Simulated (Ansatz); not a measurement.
**RbVF3 (cubic perovskite) (Pm-3m): how robust is the cRPA U?**

Aim: hold the target of a cRPA run on RbVF3 (cubic perovskite) (Pm-3m) and move one thing at a time.

Main program and level: Ansatz 0.2.0; constrained RPA on LDA, plane waves, PAW.

The structure was built from a prototype and need not be the compound's stable phase.

## (1) The starting structure

It takes space group Pm-3m (No. 221, cubic). The conventional cell has a = 4.006 Å, b = 4.006 Å, c = 4.006 Å, α = 90.00°, β = 90.00°, γ = 90.00°. Nearest to Rb lie 12 F at 2.83 Å. V has 6 F at 2.00 Å nearest. Nearest to F lie 2 V at 2.00 Å and 4 Rb at 2.83 Å. Farther neighbours and most contacts between anions are not listed.

Structure file:

```cif
data_structure
_symmetry_space_group_name_H-M 'Pm-3m'
_symmetry_Int_Tables_number 221
_cell_length_a 4.0063
_cell_length_b 4.0063
_cell_length_c 4.0063
_cell_angle_alpha 90.000
_cell_angle_beta 90.000
_cell_angle_gamma 90.000
_cell_volume 64.30
loop_
_atom_site_label
_atom_site_type_symbol
_atom_site_symmetry_multiplicity
_atom_site_Wyckoff_symbol
_atom_site_fract_x
_atom_site_fract_y
_atom_site_fract_z
_atom_site_occupancy
Rb1 Rb 1 a 0.00000 0.00000 0.00000 1
V1 V 1 b 0.50000 0.50000 0.50000 1
F1 F 3 c 0.00000 0.50000 0.50000 1
```

The structure was relaxed with LDA. The structure type comes from a generator and need not be one that this composition takes. The structure was generated from a model, not taken from a measurement. The runs that relaxed it are not among those shown. The program's search for lower electronic states was switched off, so nothing shows that the state found is the lowest. The default PAW set here is soft_2. Its files were made with PBE.

## (2) Base: V d, bands v2 to c3, 4×4×4 mesh, medium accuracy

Constrained RPA screens the interaction with every transition except those inside the target bands, which a later many-body model would treat itself.

input.yaml

```yaml
crystal:
  lattice:
    - [0.0, -4.00629845, 0.0]
    - [0.0, 0.0, 4.00629845]
    - [-4.00629845, 0.0, 0.0]
  atoms:
    - { symbol: Rb, position: [0.0, 0.0, 0.0] }
    - { symbol: V, position: [0.5, 0.5, 0.5] }
    - { symbol: F, position: [0.5, 0.5, 0.0] }
    - { symbol: F, position: [0.5, 0.0, 0.5] }
    - { symbol: F, position: [0.0, 0.5, 0.5] }
kpoints:
  mp_grid: { grid: [6, 6, 6] }
hamiltonian:
  xc: lda
scf:
  occupations: { method: gaussian, width: 0.08 }
  n_extra_bands: 19
  max_iter: 150
  lower_state_search: "off"
output:
  crpa:
    kmesh: [4, 4, 4]
    target_bands: [v2, c3]
    projections: [{ species: V, l: d, shell: 3 }]
  local_orbitals:
    kmesh: [8, 8, 8]
    orbitals: [{ species: V, l: d, shell: 3 }]
    window: { bands: [v2, c3] }
    seedname: lo
```

Launch:

```console
$ ansatz run input.yaml --threads 4 --pin off --max-ram 9216MiB --backend cpu --events-out ev --progress --plain --runs-dir out
```

Numbers of over 12 decimals in the logs are rounded to 6 here.

The program printed:

```text
scf.n_extra_bands = 19 over 22 filled bands (N_el = 43.0): the run solves 41 bands
Engine: ansatz 0.2.0, aarch64-unknown-linux-gnu
Pseudopotentials: kind: paw
Pseudopotential: Rb, paw, valence charge 9, recommended cutoff 420 eV (normal), Rb.paw.azcp
Pseudopotential: V, paw, valence charge 13, recommended cutoff 420 eV (normal), V.paw.azcp
Pseudopotential: F, paw, valence charge 7, recommended cutoff 420 eV (normal), F.paw.azcp
Functional definition: SPW92
  exchange = slater_x
  correlation = pw_c
Crystal: 5 atoms, lattice volume = 64.303 Å³
Basis set: ecut = 420 eV, 1237 PW (Γ)
Bands: 41, of which v1, the nominal top of the filled ones, is band 22 counted from 1 (21 counted from 0)
Symmetry: 48 space group operations
Space group: Pm-3m (ITA 221), of the structure as read, at distance tolerance 4.0e-5 Å
k-points: 20 of 216
Non-local potential: Rb, projectors of the file, l = 0: 3, l = 1: 2, l = 2: 2
Non-local potential: V, projectors of the file, l = 0: 3, l = 1: 2, l = 2: 3, l = 3: 1
Non-local potential: F, projectors of the file, l = 0: 2, l = 1: 2, l = 2: 1
PAW form: soft (Blöchl's): semilocal exchange-correlation on the pseudo side does not see the compensation charge
PAW frozen core: Rb, regenerated for the run's functional, and the local potential with it (the file was generated under x = pbe(κ = 0.804, μ = 0.219515), c = pbe(β = 0.066725))
PAW frozen core: V, regenerated for the run's functional, and the local potential with it (the file was generated under x = pbe(κ = 0.804, μ = 0.219515), c = pbe(β = 0.066725))
PAW frozen core: F, regenerated for the run's functional, and the local potential with it (the file was generated under x = pbe(κ = 0.804, μ = 0.219515), c = pbe(β = 0.066725))
PAW one-centre angular grid: Rb, 110 points (default); XC on 64 Gauss nodes
PAW one-centre angular grid: V, 590 points (default); XC on 64 Gauss nodes
PAW one-centre angular grid: F, 110 points (default); XC on 64 Gauss nodes
Initial density: superposition of atomic densities (neutral atoms: chi_scale 0, normalization atom), corrected by the library's trained network
Initial wavefunctions: pseudopotential atomic-orbital guess
Functional: x = slater, c = lda
SCF iter   1: F=—  HF=-8416.164412 eV  |F-HF|=—  |Δ(HF+E_count)|=         —  Δρ=2.07e-2  dr2=1.85e-1  ethr=1.77e-3  ⟨swp⟩=6.0  Hψ=3802  notcnv=0  defer=127
preconditioner: auto → LDOS  [metal: Δε(μ)=0.054 eV  Ē_g=20.200 eV  σ=0.080 eV  W_gap=0.34  n_scr=18 (ndim 8)  ℏωp=26.6 eV  f_vac=0.027  D(μ)=10.46/eV (n_scr^D=170)  β→1.0]
SCF iter   2: F=—  HF=-8416.114218 eV  |F-HF|=—  |Δ(HF+E_count)|=   5.02e-2  Δρ=1.00e-2  dr2=2.35e-2  ethr=4.29e-4  ⟨swp⟩=2.0  Hψ=1465  notcnv=0  defer=221
[...]
NSCF: frozen V_eff on 38 k-points
NSCF: frozen V_eff on 10 k-points
[...]
cRPA screening: q 1/64
cRPA screening: q 2/64
cRPA screening: q 8/64 (q-point 3)
cRPA screening: q 11/64 (q-point 6)
cRPA screening: q 23/64 (q-point 7)
cRPA screening: q 35/64 (q-point 11)
cRPA screening: q 38/64 (q-point 22)
cRPA screening: q 46/64 (q-point 23)
cRPA screening: q 58/64 (q-point 27)
cRPA screening: q 64/64 (q-point 43)
SCF converged after 6 iterations
Free energy (F): -8416.107192 eV
Harris-Foulkes:  -8416.107192 eV  (|F-HF|=4.67e-9)
Internal energy: -8416.073047 eV  (E = F + TS)
E sigma→0 (E₀):  -8416.090119 eV
Entropy (-TS):   -0.034145 eV (-6.829 meV/atom)
Fermi energy:    11.433786 eV
--- Per-component energies (eV) ---
  E_band       = -314.947173
  E_kinetic    = 1148.964512
  E_local      = -3480.777165  (includes V_loc(G=0)·N_el)
  E_nonlocal   = 369.575287
  E_hartree    = 1347.628818
  E_xc         = -492.574541
  E_vxc        = -604.434748  (∫ρ·V_xc dr)
  E_paw        = -4150.697201  (= ΣΔE_a)
  E_vpaw       = -443.547159  (= ΣTr[D̂ρ^β])
  E_aug_tail   = 0.006254  (compensation charges beyond the density's cutoff)
  E_ewald      = -3159.156175
  E_core_change = 0.957164  (= ΣΔE_core)
  E_smearing   = -0.034145  (= −TS)
  E_closure    = -0.000000  (closes the sum)
  Σ components = -8416.107192   (vs F -8416.107192, Δ=0.00e0)
--- Band table (eV; the first three rows and the last of 20) ---
  k-point 0: bands = [... 18 lower, 4.0881, 4.0881, 10.5848, 10.5848, 10.5848, 12.0384, 12.0384, 12.3971, ... 15 higher]
  k-point 1: bands = [... 18 lower, 4.0052, 4.0052, 10.6146, 10.8134, 10.8134, 12.0572, 12.3682, 12.9429, ... 15 higher]
  k-point 2: bands = [... 18 lower, 3.8250, 3.8250, 10.6757, 11.2742, 11.2742, 12.0868, 12.9003, 14.0997, ... 15 higher]
  k-point 19: bands = [... 18 lower, 4.2536, 4.2536, 12.0948, 12.0948, 12.0948, 14.4215, 14.4215, 15.0061, ... 15 higher]
--- cRPA (band scheme, projected local orbitals): target bands 21..25 (1-based), 5 Wannier function(s), 4×4×4 mesh, 50 bands' worth read of 55 solved, ecut_chi 136.0 eV, v(q+G=0) probe_charge, pair densities all_electron ---
  bands read: the sum over 50 bands ends inside a degenerate multiplet in 7 slots, whose members it reads at an even weight; the widest, k=42: bands 49 to 51 (counted from 1) at 2/3 each
  χ-basis size per q: N_G = 208..251
  window electrons = 3.0000, filled by tetrahedron_uncorrected; constrained ε̄⁻¹(q = 0, 0) head = 0.377820; min gauge Gram eig = 0.7745
  Kanamori averages over each shell's own Wannier functions (sites counted from 0, functions from 1):
    Site 1, 3D, 5 of 5 d orbitals (Wannier functions 1, 2, 3, 4, 5; wannier90's mr 1, 2, 3, 4, 5):
      screened: U = 6.6089 eV, U' = 5.6428 eV, J = 0.4814 eV
      screened d-shell averages: U_bar = F0 = 5.8360 eV, J_bar = 0.6746 eV
      screened, to within: U = 9.9e-3 eV, U' = 9.9e-3 eV, J = 6.9e-4 eV
      screened d-shell averages, to within: U_bar = 8.8e-3 eV, J_bar = 9.8e-4 eV
      bare: V = 17.6990 eV, V' = 16.4726 eV, J = 0.5959 eV
      bare d-shell averages: V_bar = F0 = 16.7179 eV, J_bar = 0.8412 eV
  Hermiticity witness max|P − P†| over intra, direct and exchange elements: 8.88e-15 eV (screened), 1.68e-19 eV (bare)
  Reality witness max|Im| over intra, direct and exchange elements: 8.90e-19 eV (screened), 3.38e-18 eV (bare)
```

Wall time 52 s (4 threads of Arm Neoverse V2, shared host); peak memory 0.57 GiB.

This step gave:

| Property | Result |
| --- | --- |
| U | 6.609 eV |
| U prime (inter-orbital) | 5.643 eV |
| J | 0.4814 eV |
| bare V | 17.70 eV |
| bare J | 0.5959 eV |
| stated bound on U | 0.009848 eV |
| U over bare V | 0.3734 |
| electrons in the window | 3.000 |
| head of the constrained inverse dielectric matrix | 0.3778 |
| least eigenvalue of the projection's overlap | 0.7745 |
| target functions | 5 |
| bands in the sums | 50 |
| r.m.s. miss of the model bands | 5.62e-4 eV |
| width of the target bands | 3.837 eV |
| weight of the projected orbitals in the window | 0.8904 |

On the V d shell, screening brings the on-site interaction from 17.7 eV down to U = 6.61 eV.

## (3) Changed: 6×6×6 mesh

input.yaml, as its differences from that of step 2:

```diff
@@ -22,9 +22,4 @@
   crpa:
-    kmesh: [4, 4, 4]
+    kmesh: [6, 6, 6]
     target_bands: [v2, c3]
     projections: [{ species: V, l: d, shell: 3 }]
-  local_orbitals:
-    kmesh: [8, 8, 8]
-    orbitals: [{ species: V, l: d, shell: 3 }]
-    window: { bands: [v2, c3] }
-    seedname: lo
```

The program printed:

```text
[...]
Crystal: 5 atoms, lattice volume = 64.303 Å³
Basis set: ecut = 420 eV, 1237 PW (Γ)
Bands: 41, of which v1, the nominal top of the filled ones, is band 22 counted from 1 (21 counted from 0)
Symmetry: 48 space group operations
[...]
k-points: 20 of 216
[...]
SCF iter   1: F=—  HF=-8416.164412 eV  |F-HF|=—  |Δ(HF+E_count)|=         —  Δρ=2.07e-2  dr2=1.85e-1  ethr=1.77e-3  ⟨swp⟩=6.0  Hψ=3802  notcnv=0  defer=127
[...]
SCF iter   6: F=-8416.107192 eV  HF=-8416.107192 eV  |F-HF|=4.67e-9  |Δ(HF+E_count)|=   4.98e-7  Δρ=9.41e-6  dr2=4.68e-8  ethr=2.33e-10  ⟨swp⟩=10.1  Hψ=4006  notcnv=0
SCF 1 converged in 6 iterations: F = -8416.107192 eV  dr2 = 4.68e-8
[...]
NSCF: frozen V_eff on 20 k-points
[...]
cRPA screening: q 1/216
cRPA screening: q 2/216
cRPA screening: q 8/216 (q-point 3)
cRPA screening: q 14/216 (q-point 4)
cRPA screening: q 17/216 (q-point 8)
[...]
Entropy (-TS):   -0.034145 eV (-6.829 meV/atom)
Fermi energy:    11.433786 eV
[...]
--- Band table (eV; the first three rows and the last of 20) ---
  k-point 0: bands = [... 18 lower, 4.0881, 4.0881, 10.5848, 10.5848, 10.5848, 12.0384, 12.0384, 12.3971, ... 15 higher]
  k-point 1: bands = [... 18 lower, 4.0052, 4.0052, 10.6146, 10.8134, 10.8134, 12.0572, 12.3682, 12.9429, ... 15 higher]
  k-point 2: bands = [... 18 lower, 3.8250, 3.8250, 10.6757, 11.2742, 11.2742, 12.0868, 12.9003, 14.0997, ... 15 higher]
  k-point 19: bands = [... 18 lower, 4.2536, 4.2536, 12.0948, 12.0948, 12.0948, 14.4215, 14.4215, 15.0061, ... 15 higher]
[...]
χ-basis size per q: N_G = 208..251
[...]
screened: U = 6.6148 eV, U' = 5.6490 eV, J = 0.4813 eV
      screened d-shell averages: U_bar = F0 = 5.8422 eV, J_bar = 0.6745 eV
      screened, to within: U = 1.0e-2 eV, U' = 9.9e-3 eV, J = 6.9e-4 eV
      screened d-shell averages, to within: U_bar = 8.8e-3 eV, J_bar = 9.7e-4 eV
      bare: V = 17.6818 eV, V' = 16.4557 eV, J = 0.5958 eV
      bare d-shell averages: V_bar = F0 = 16.7009 eV, J_bar = 0.8410 eV
[...]
[key lines of the parts left out:]
SCF converged after 6 iterations
Free energy (F): -8416.107192 eV
```

The job ended after 4.7 min (4 threads; peak memory 0.8 GiB; 18 min of CPU time).

This step gave:

```yaml
u: 6.615 eV
u_prime_inter_orbital: 5.649 eV
j: 0.4813 eV
bare_v: 17.68 eV
bare_j: 0.5958 eV
stated_bound_on_u: 0.009909 eV
u_over_bare_v: 0.3741
electrons_in_the_window: 3.000
head_of_the_constrained_inverse_dielectric_matrix: 0.3788
least_eigenvalue_of_the_projection_s_overlap: 0.7572
target_functions: 5
bands_in_the_sums: 50
width_of_the_target_bands: 3.837 eV
weight_of_the_projected_orbitals_in_the_window: 0.8904
```

On the V d shell, screening brings the on-site interaction from 17.7 eV down to U = 6.61 eV.

## (4) Changed: 2×2×2 mesh

input.yaml, as its differences from that of step 3:

```diff
@@ -22,3 +22,3 @@
   crpa:
-    kmesh: [6, 6, 6]
+    kmesh: [2, 2, 2]
     target_bands: [v2, c3]
```

The program printed:

```text
[...]
Crystal: 5 atoms, lattice volume = 64.303 Å³
Basis set: ecut = 420 eV, 1237 PW (Γ)
Bands: 41, of which v1, the nominal top of the filled ones, is band 22 counted from 1 (21 counted from 0)
Symmetry: 48 space group operations
[...]
k-points: 20 of 216
[...]
χ-basis size per q: N_G = 208..251
[...]
screened: U = 6.8507 eV, U' = 5.8680 eV, J = 0.4893 eV
      screened d-shell averages: U_bar = F0 = 6.0645 eV, J_bar = 0.6858 eV
      screened, to within: U = 1.1e-2 eV, U' = 1.1e-2 eV, J = 7.2e-4 eV
      screened d-shell averages, to within: U_bar = 9.0e-3 eV, J_bar = 1.1e-3 eV
      bare: V = 18.0070 eV, V' = 16.7641 eV, J = 0.6039 eV
      bare d-shell averages: V_bar = F0 = 17.0126 eV, J_bar = 0.8525 eV
[...]
[key lines of the parts left out:]
SCF converged after 6 iterations
Free energy (F): -8416.107192 eV
Fermi energy:    11.433786 eV
```

It took 7.7 s on 4 threads; peak memory 0.49 GiB; 26 s of CPU time.

This step gave:

```
U                                                 : 6.851 eV
U prime (inter-orbital)                           : 5.868 eV
J                                                 : 0.4893 eV
bare V                                            : 18.01 eV
bare J                                            : 0.6039 eV
stated bound on U                                 : 0.01014 eV
U over bare V                                     : 0.3804
electrons in the window                           : 3.000
head of the constrained inverse dielectric matrix : 0.3580
least eigenvalue of the projection's overlap      : 0.7794
target functions                                  : 5
bands in the sums                                 : 50
width of the target bands                         : 3.837 eV
weight of the projected orbitals in the window    : 0.8904
```

On the V d shell, screening brings the on-site interaction from 18.0 eV down to U = 6.85 eV.

## (5) Changed: accuracy high

input.yaml, as its differences from that of step 4:

```diff
@@ -22,4 +22,5 @@
   crpa:
-    kmesh: [2, 2, 2]
+    kmesh: [4, 4, 4]
     target_bands: [v2, c3]
     projections: [{ species: V, l: d, shell: 3 }]
+    accuracy: high
```

The program printed:

```text
[...]
Crystal: 5 atoms, lattice volume = 64.303 Å³
Basis set: ecut = 420 eV, 1237 PW (Γ)
Bands: 41, of which v1, the nominal top of the filled ones, is band 22 counted from 1 (21 counted from 0)
Symmetry: 48 space group operations
[...]
k-points: 20 of 216
[...]
χ-basis size per q: N_G = 208..251
[...]
screened: U = 6.6104 eV, U' = 5.6443 eV, J = 0.4814 eV
      screened d-shell averages: U_bar = F0 = 5.8375 eV, J_bar = 0.6746 eV
      screened, to within: U = 5.9e-4 eV, U' = 5.9e-4 eV, J = 6.3e-5 eV
      screened d-shell averages, to within: U_bar = 4.9e-4 eV, J_bar = 8.9e-5 eV
      bare: V = 17.6990 eV, V' = 16.4726 eV, J = 0.5959 eV
      bare d-shell averages: V_bar = F0 = 16.7179 eV, J_bar = 0.8412 eV
[...]
[key lines of the parts left out:]
SCF converged after 6 iterations
Free energy (F): -8416.107192 eV
Fermi energy:    11.433786 eV
```

The job ended after 89 s (4 threads; peak memory 0.67 GiB).

Numbers from this step:

```yaml
u: 6.610 eV
u_prime_inter_orbital: 5.644 eV
j: 0.4814 eV
bare_v: 17.70 eV
bare_j: 0.5959 eV
stated_bound_on_u: 5.88e-4 eV
u_over_bare_v: 0.3735
electrons_in_the_window: 3.000
head_of_the_constrained_inverse_dielectric_matrix: 0.3778
least_eigenvalue_of_the_projection_s_overlap: 0.7745
target_functions: 5
bands_in_the_sums: 50
width_of_the_target_bands: 3.837 eV
weight_of_the_projected_orbitals_in_the_window: 0.8904
```

On the V d shell, screening brings the on-site interaction from 17.7 eV down to U = 6.61 eV.

## (6) Changed: sums over states

input.yaml, as its differences from that of step 5:

```diff
@@ -25,2 +25,4 @@
     projections: [{ species: V, l: d, shell: 3 }]
-    accuracy: high
+    accuracy: sum_over_states
+    n_empty_bands: 88
+    ecut_chi: 136
```

The program printed:

```text
[...]
Crystal: 5 atoms, lattice volume = 64.303 Å³
Basis set: ecut = 420 eV, 1237 PW (Γ)
Bands: 41, of which v1, the nominal top of the filled ones, is band 22 counted from 1 (21 counted from 0)
Symmetry: 48 space group operations
[...]
k-points: 20 of 216
[...]
χ-basis size per q: N_G = 208..251
[...]
U and J over all bands: no bound (output.crpa.accuracy: sum_over_states); those below are of the sums over the bands read on the sphere of ecut_chi, with what the atoms add
[...]
screened: U = 6.6748 eV, U' = 5.6360 eV, J = 0.5113 eV
      screened d-shell averages: U_bar = F0 = 5.8437 eV, J_bar = 0.7190 eV
      bare: V = 17.6990 eV, V' = 16.4726 eV, J = 0.5959 eV
      bare d-shell averages: V_bar = F0 = 16.7179 eV, J_bar = 0.8412 eV
[...]
[key lines of the parts left out:]
SCF converged after 6 iterations
Free energy (F): -8416.107192 eV
Fermi energy:    11.433786 eV
```

Elapsed: 8.4 s, on 4 threads; peak memory 0.6 GiB; 30 s of CPU time.

This variant gives U = 6.67 eV against 6.61 eV. It is a finite sum over empty states with no bound on its error and stays out of the table below.

## (7) Changed: potentials

This step: constrained RPA on LDA, plane waves, norm-conserving pseudopotentials.

input.yaml, as its differences from that of step 6:

```diff
@@ -15,2 +15,3 @@
   xc: lda
+  pseudopotentials: { kind: nc }
 scf:
@@ -25,4 +26 @@
     projections: [{ species: V, l: d, shell: 3 }]
-    accuracy: sum_over_states
-    n_empty_bands: 88
-    ecut_chi: 136
```

The program printed:

```text
[...]
Crystal: 5 atoms, lattice volume = 64.303 Å³
Basis set: ecut = 1142.878222 eV, 5575 PW (Γ)
Bands: 41, of which v1, the nominal top of the filled ones, is band 22 counted from 1 (21 counted from 0)
Symmetry: 48 space group operations
[...]
k-points: 20 of 216
[...]
χ-basis size per q: N_G = 208..251
[...]
screened: U = 6.6263 eV, U' = 5.6617 eV, J = 0.4808 eV
      screened d-shell averages: U_bar = F0 = 5.8546 eV, J_bar = 0.6738 eV
      screened, to within: U = 1.2e-2 eV, U' = 1.2e-2 eV, J = 7.6e-4 eV
      screened d-shell averages, to within: U_bar = 9.9e-3 eV, J_bar = 1.1e-3 eV
      bare: V = 17.7338 eV, V' = 16.5059 eV, J = 0.5967 eV
      bare d-shell averages: V_bar = F0 = 16.7515 eV, J_bar = 0.8423 eV
[...]
[key lines of the parts left out:]
SCF converged after 10 iterations
Free energy (F): -4756.166619 eV
Fermi energy:    11.527639 eV
```

Elapsed: 3.3 min, on 4 threads; peak memory 1.1 GiB; 13 min of CPU time.

This step gave:

```yaml
u: 6.626 eV
u_prime_inter_orbital: 5.662 eV
j: 0.4808 eV
bare_v: 17.73 eV
bare_j: 0.5967 eV
stated_bound_on_u: 0.01111 eV
u_over_bare_v: 0.3737
electrons_in_the_window: 3.000
head_of_the_constrained_inverse_dielectric_matrix: 0.3785
least_eigenvalue_of_the_projection_s_overlap: 0.7781
target_functions: 5
bands_in_the_sums: 50
width_of_the_target_bands: 3.800 eV
weight_of_the_projected_orbitals_in_the_window: 0.8920
```

On the V d shell, screening brings the on-site interaction from 17.7 eV down to U = 6.63 eV.

## (8) Side by side

Times are wall times on 4 threads of Arm Neoverse V2, shared host, good to a factor of about two.

| run | bare V (eV) | U (eV) | J (eV) | bound on U (eV) | width (eV) | time |
| --- | --- | --- | --- | --- | --- | --- |
| target window | 17.70 | 6.609 | 0.481 | 0.0098 | 3.84 | 52 s |
| 6×6×6 mesh | 17.68 | 6.615 | 0.481 | 0.0099 | 3.84 | 4.7 min |
| 2×2×2 mesh | 18.01 | 6.851 | 0.489 | 0.0101 | 3.84 | 7.7 s |
| accuracy high | 17.70 | 6.610 | 0.481 | 0.0006 | 3.84 | 89 s |
| potentials | 17.73 | 6.626 | 0.481 | 0.0111 | 3.80 | 3.3 min |

## (9) What came out

```
target window : U 6.61 eV, J 0.48 eV
6×6×6 mesh    : U 6.61 eV, J 0.48 eV
2×2×2 mesh    : U 6.85 eV, J 0.49 eV
accuracy high : U 6.61 eV, J 0.48 eV
potentials    : U 6.63 eV, J 0.48 eV
```

What this shows: 6×6×6 mesh moves U by +0.01 eV (within the solver's bounds, for the mean over orbitals) at 5.4 times the time. 2×2×2 mesh moves U by +0.24 eV at 0.15 times the time. Accuracy high moves U by +0.002 eV (within the solver's bounds, for the mean over orbitals). Potentials moves U by +0.02 eV (within the solver's bounds, for the mean over orbitals) at 3.8 times the time. The printed bound covers the solver alone, not the mesh. The parent state is non-magnetic and the interaction static (zero frequency); U depends on the window and the orbitals, so it belongs to this model alone.

[Paths, hosts, dates, memory and timing lines, banners, echoed tables and standing remarks are left out of the program output.]

[Logs are printed without paths, hosts, clocks, repeated set-up lines and the standing remarks that a program may print on its own settings, such as how far it seeks lower states.]

[Runs of the session that timed out or met a known fault of the program may be left out.]

[Hosts, paths, dates, database ids (printed as entryN), source tags and the programs' standing remarks are cut or masked in the printed files.]
